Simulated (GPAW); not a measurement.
# BaTiO3: optical spectrum from first principles, part 2 of 2

Aim: the dielectric function of BaTiO3, and the optical constants that follow from it.

GPAW 26.7.0; DFT, LDA, plane-wave PAW (GPAW data sets), scalar-relativistic, RPA, optical limit.

So far. Step 2 (Ground state): There is a gap, 1.69 eV on this mesh (points off the mesh can give less), so no carriers' term is needed.

## (4) Dielectric function, RPA

Local fields let the induced charge screen the field inside the cell, which as a rule lowers ε, most along directions where the density is uneven.

This step: DFT, LDA, plane-wave PAW (GPAW data sets), scalar-relativistic, RPA, optical limit (GPAW 26.7.0).

Contents of df.py:

```python
from gpaw.response.df import DielectricFunction

df = DielectricFunction('full.gpw', frequencies={'type': 'nonlinear', 'domega0': 0.03, 'omega2': 8},
                        ecut=80,
                        eta=0.15,
                        nbands=43,
                        txt='df.txt')
for direction in ['x']:
    df.get_dielectric_function(xc='RPA', direction=direction, filename=f'df_{direction}.csv')
```

Started as:

```
$ OMP_NUM_THREADS=1 python df.py
```

Log:

```text
Using integrator: PointIntegrator
NonLinearFrequencyDescriptor(from 0.000 to 79.533 eV, 519 points)
Nonperiodic BCs:  [False False False]
Using integrator: PointIntegrator
NonLinearFrequencyDescriptor(from 0.000 to 79.533 eV, 519 points)
Nonperiodic BCs:  [False False False]

Calculating chi0 body with:
    Ground state adapter containing:
    Number of spins: 1
    Number of kpoints: 512
    Number of irreducible kpoints: 35
    Number of completely occupied states: 20
    Number of partially occupied states: 20

    Linear response parametrization:
    q_c: [0.0, 0.0, 0.0]
    Number of frequency points: 519
    Planewave cutoff: 80.0
    Number of bands: 43
    Number of planewaves: 93
    Broadening (eta): 0.15

Integrating chi0 body.

Symmetries of q_c:
    Direct symmetries (Uq -> q): 48
    Indirect symmetries (TUq -> q): 0
In total 48 allowed symmetries.

35 groups of equivalent kpoints. 93.1640625% reduction.

Integral kind: spectral function

Calculating chi0 optical extensions with:
    Ground state adapter containing:
    Number of spins: 1
    Number of kpoints: 512
    Number of irreducible kpoints: 35
    Number of completely occupied states: 20
    Number of partially occupied states: 20

    Linear response parametrization:
    Number of frequency points: 519
    Planewave cutoff: 80.0
    Number of bands: 43
    Number of planewaves: 93
    Broadening (eta): 0.15
Integrating chi0 head and wings.

Symmetries of q_c:
    Direct symmetries (Uq -> q): 48
    Indirect symmetries (TUq -> q): 0
In total 48 allowed symmetries.

35 groups of equivalent kpoints. 93.1640625% reduction.

Integral kind: spectral function wings
```

Run time: 24 s. Hardware: 1 thread of Arm Neoverse N1, shared host; peak memory 0.48 GiB.

Read-outs, printed or worked out from the files:

* electronic dielectric constant ε∞, mean over x, y and z (by symmetry where fewer were run): 6.225
* main peak of Im epsilon, first axis: 3.962 eV
* centre of weight of the strongest loss peak in the window: 13.09 eV

Some rows of df_x.csv (energy; Re and Im without local fields; Re and Im with them):

```text
0.000000, 6.491351, -0.000000, 6.225152, -0.000000
0.555532, 6.577210, 0.048420, 6.306713, 0.045973
1.143969, 6.901219, 0.129276, 6.613957, 0.122397
1.768324, 7.769015, 0.565153, 7.433264, 0.532950
2.431988, 8.724386, 2.098785, 8.336380, 1.941184
3.138794, 8.412533, 4.666198, 8.142019, 4.303258
3.893091, 5.789597, 7.526018, 6.025116, 7.145900
4.699832, 1.960633, 4.040966, 1.898736, 4.229078
5.564682, 3.113896, 2.548805, 2.853078, 2.682549
6.494155, 4.065405, 3.240912, 3.708828, 3.218295
7.495775, 2.438391, 4.290654, 1.989492, 4.255900
8.578281, 2.196153, 4.572655, 1.899036, 4.302257
9.751884, 0.891078, 4.412212, 0.744347, 3.987981
11.028587, -0.021968, 2.780910, -0.063699, 2.641255
12.422601, 0.020289, 1.430488, -0.257339, 1.414708
13.950874, 1.249830, 0.957605, 0.822804, 0.898556
15.633783, 2.204018, 1.688072, 1.230957, 1.132481
17.496047, 2.004263, 3.037747, 1.165432, 1.513765
19.567954, -1.777102, 2.340912, 1.387446, 1.635511
```

The Im ε, E ∥ x has structure finer than the step of the table below, so its rows give means over 1 eV, whole bins alone (the curve runs from 0 to 19.8 eV). Peaks (eV: height): 4.0: 7.25, 7.3: 4.81, 9.0: 4.85.

Values under the direct gap are tails of Lorentzian lines. The Im ε, E ∥ x by photon energy; means over each step:

```csv
photon energy (eV),"Im ε, E ∥ x"
1,0.109
2,0.962
3,3.73
4,6.32
5,3.74
6,2.98
7,4.23
8,4.03
9,4.30
10,3.80
11,2.82
12,1.90
13,1.03
14,0.939
15,1.18
16,1.25
17,1.51
18,1.63
19,1.56
```

Re ε, E ∥ x against photon energy:

```
photon energy (eV)  Re ε, E ∥ x
                 0         6.23
                 1         6.51
                 2         7.59
                 3         8.17
                 4         5.00
                 5         2.27
                 6         3.23
                 7         3.40
                 8         2.45
                 9         1.21
                10        0.317
                11      -0.0931
                12       -0.494
                13        0.143
                14        0.865
                15         1.05
                16         1.19
                17         1.28
                18         1.31
                19         1.23
```

Table of refractive index n and extinction k by photon energy:

| photon energy (eV) | n | k |
| --- | --- | --- |
| 0.0 | 2.50 | 0 |
| 0.5 | 2.51 | 0.00815 |
| 1.0 | 2.55 | 0.0192 |
| 1.5 | 2.65 | 0.0442 |
| 2.0 | 2.76 | 0.162 |
| 2.5 | 2.91 | 0.387 |
| 3.0 | 2.93 | 0.631 |
| 3.5 | 2.73 | 0.815 |
| 4.0 | 2.62 | 1.38 |
| 4.5 | 1.96 | 1.38 |
| 5.0 | 1.83 | 1.03 |
| 5.5 | 1.83 | 0.758 |
| 6.0 | 1.96 | 0.796 |
| 6.5 | 2.08 | 0.776 |
| 7.0 | 2.11 | 1.02 |
| 7.5 | 1.83 | 1.16 |
| 8.0 | 1.86 | 0.999 |
| 8.5 | 1.83 | 1.18 |
| 9.0 | 1.76 | 1.37 |
| 9.5 | 1.55 | 1.20 |
| 10.0 | 1.44 | 1.32 |
| 10.5 | 1.32 | 1.45 |
| 11.0 | 1.13 | 1.17 |
| 11.5 | 1.01 | 1.16 |
| 12.0 | 0.839 | 1.09 |
| 12.5 | 0.759 | 0.890 |
| 13.0 | 0.754 | 0.653 |
| 13.5 | 0.894 | 0.471 |
| 14.0 | 1.03 | 0.442 |
| 14.5 | 1.15 | 0.447 |
| 15.0 | 1.15 | 0.515 |
| 15.5 | 1.16 | 0.480 |
| 16.0 | 1.21 | 0.525 |
| 16.5 | 1.27 | 0.541 |
| 17.0 | 1.30 | 0.630 |
| 17.5 | 1.24 | 0.610 |
| 18.0 | 1.32 | 0.669 |
| 18.5 | 1.22 | 0.658 |
| 19.0 | 1.26 | 0.603 |
| 19.5 | 1.31 | 0.620 |

The reflectivity at normal incidence, E ∥ x has structure finer than the step of the table below, so its rows give means over 0.5 eV, whole bins alone (the curve runs from 0 to 19.8 eV). Peaks (eV: height): 3.94: 30.3, 7.32: 23.3, 9.09: 26.9, 10.59: 29.9, 11.87: 27.9, 18.16: 10.5.

Reflectivity at normal incidence, E ∥ x against photon energy; means over each step:

```
photon energy (eV)  reflectivity at normal incidence, E ∥ x (%)
               0.5                                         18.5
               1.0                                         19.1
               1.5                                         20.4
               2.0                                         22.2
               2.5                                         24.3
               3.0                                         26.0
               3.5                                         26.4
               4.0                                         30.0
               4.5                                         26.0
               5.0                                         19.1
               5.5                                         14.8
               6.0                                         16.5
               6.5                                         17.9
               7.0                                         21.6
               7.5                                         21.6
               8.0                                         19.8
               8.5                                         22.2
               9.0                                         25.2
               9.5                                         22.9
              10.0                                         24.5
              10.5                                         27.5
              11.0                                         24.5
              11.5                                         25.4
              12.0                                         26.5
              12.5                                         21.9
              13.0                                         14.0
              13.5                                         6.77
              14.0                                         4.85
              14.5                                         4.97
              15.0                                         6.06
              15.5                                         5.58
              16.0                                         6.07
              16.5                                         6.63
              17.0                                         8.18
              17.5                                         7.81
              18.0                                         9.21
              18.5                                         9.06
              19.0                                         8.04
              19.5                                         8.59
```

Values under the direct gap are tails of Lorentzian lines. Im ε, E ∥ x against photon energy; read off at these points:

```csv
photon energy (eV),without local fields,with local fields
0.00,0,0
0.50,0.0430,0.0409
1.00,0.103,0.0979
1.50,0.248,0.234
2.00,0.949,0.893
2.50,2.43,2.25
3.00,4.00,3.69
3.30,5.56,5.21
3.50,4.75,4.45
3.94,7.56,7.25
4.00,7.47,7.23
4.50,5.17,5.41
5.00,3.58,3.78
5.50,2.63,2.77
6.00,3.04,3.13
6.50,3.25,3.23
7.00,4.32,4.32
7.27,4.78,4.81
7.50,4.28,4.24
8.00,3.90,3.71
8.50,4.59,4.31
9.00,5.13,4.83
9.50,4.11,3.74
10.00,4.14,3.80
10.50,3.97,3.83
11.00,2.77,2.63
11.50,2.36,2.35
12.00,1.82,1.84
12.50,1.38,1.35
13.00,1.04,0.985
13.50,0.906,0.841
14.00,0.972,0.910
14.50,1.11,1.03
15.00,1.35,1.18
15.50,1.54,1.11
16.00,2.02,1.27
16.50,2.40,1.37
17.00,2.84,1.63
17.50,3.04,1.51
18.00,4.54,1.77
18.16,4.68,1.83
18.50,4.29,1.60
19.00,4.36,1.52
19.50,2.56,1.63
```

At chosen wavelengths:

| wavelength (nm) | n | k | R (%) | 1/α |
| --- | --- | --- | --- | --- |
| 1064 | 2.58 | 0.025 | 19.4 | 3.4 µm |
| 800 | 2.66 | 0.049 | 20.6 | 1.3 µm |
| 633 | 2.76 | 0.157 | 22.0 | 321 nm |
| 532 | 2.87 | 0.265 | 23.7 | 159 nm |
| 450 | 2.88 | 0.489 | 24.7 | 73 nm |
| 365 | 2.71 | 0.889 | 25.5 | 33 nm |
| 193 | 2.05 | 0.772 | 17.2 | 20 nm |

Below the direct gap, k and the depth come from the tails of the Lorentzian lines, not from transitions.

Rows near the edge hang on the gap, which this functional as a rule makes too small, and phonon-assisted absorption is left out.

## (5) What came out

```yaml
electronic_dielectric_constant_eps_infinity_mean_over_x_y_and_z_by_symmetry_where_fewer_were_run_rpa: 6.23
main_peak_of_im_epsilon_first_axis: 3.96 eV
centre_of_weight_of_the_strongest_loss_peak_in_the_window_first_axis: 13.1 eV
```

**Reading.** At this level (LDA, RPA) BaTiO3 has ε∞ = 6.23 and n = 2.53 at 1550 nm, and Im ε peaks at 4.0 eV. On the mesh the gap is 1.69 eV and the least direct gap 1.83 eV, so on this mesh the band edges lie at different points. Local fields change the static value along x from 6.49 to 6.23 (-4 %). Distinct maxima of Im ε, read by a parabola through the highest points, lie at 3.29 eV (5.2), 3.96 eV (7.3), 7.26 eV (4.8) and 9.01 eV (4.9). Excitons and phonon-assisted transitions are missing; LDA gaps are as a rule too small, which pulls the onset down and ε∞ up. Spin-orbit coupling is left out although heavy atoms are present. The sum runs over mesh points, so small or evenly spaced maxima can still be ripples of the mesh. The curves end at 20 eV, about where the summed bands run out. In this version of GPAW the matrix elements of the optical limit are incomplete, which can lower ε − 1 by up to a tenth where first-row anions or d states rule, and shift it by more in d metals.

[Machine, clock and banner lines and Python warnings are left out of the logs.]

[Logs are printed without paths, hosts, clocks, repeated set-up lines and the standing remarks that a program may print on its own settings, such as how far it seeks lower states.]

[Hosts, paths, dates, database ids (printed as entryN), source tags and the programs' standing remarks are cut or masked in the printed files.]
